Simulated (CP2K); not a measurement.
Consider acetonitrile at its PBE geometry (Å).

```xyz
6

C    -0.4872    0.0084   -0.0352
C     0.9643   -0.0203    0.0723
N     2.1254   -0.0378    0.1551
H    -0.8319   -0.7507   -0.7496
H    -0.9482   -0.1939    0.9404
H    -0.8225    0.9943   -0.3831
```

Method: CP2K XAS_TDP, all-electron GAPW, PBEh(45%), aug-cc-pVTZ, TDA, no relativity.

Question: Where do the N K-edge lines lie, and how strong are they?

Leading lines: N3 395.30 eV. The leading line of an atom is its first one with 35 % of the strongest within 2.5 eV of its lowest line over the strength cut. 

The first six lines of each atom with a strength over 0.0015:

| atom | energy (eV) | states | strength, one atom |
| --- | --- | --- | --- |
| N3 (bonded to C) | 395.30 | 2 | 0.1133 |
|  | 399.56 | 3 | 0.0029 |
|  | 400.73 | 2 | 0.0017 |
|  | 400.85 | 1 | 0.0043 |
|  | 402.00 | 1 | 0.0037 |
|  | 402.77 | 2 | 0.0091 |

Lines are vertical, at one geometry, with no vibrational structure. Without a correction of the core level, line positions, and the gaps between valence and Rydberg lines, follow the share of exact exchange. At this level such K lines come out 3 to 6 eV under measured ones. These values hold no scalar relativity, about 0.2 eV for N 1s. Rydberg lines, and the discretised continuum above threshold, depend on the basis and the box.

[Banner, clock and machine lines of the logs are left out without a mark of their own.]

[Logs are printed without paths, hosts, clocks, repeated set-up lines and the standing remarks that a program may print on its own settings, such as how far it seeks lower states.]

[Hosts, paths, dates, database ids (printed as entryN), source tags and the programs' standing remarks are cut or masked in the printed files.]
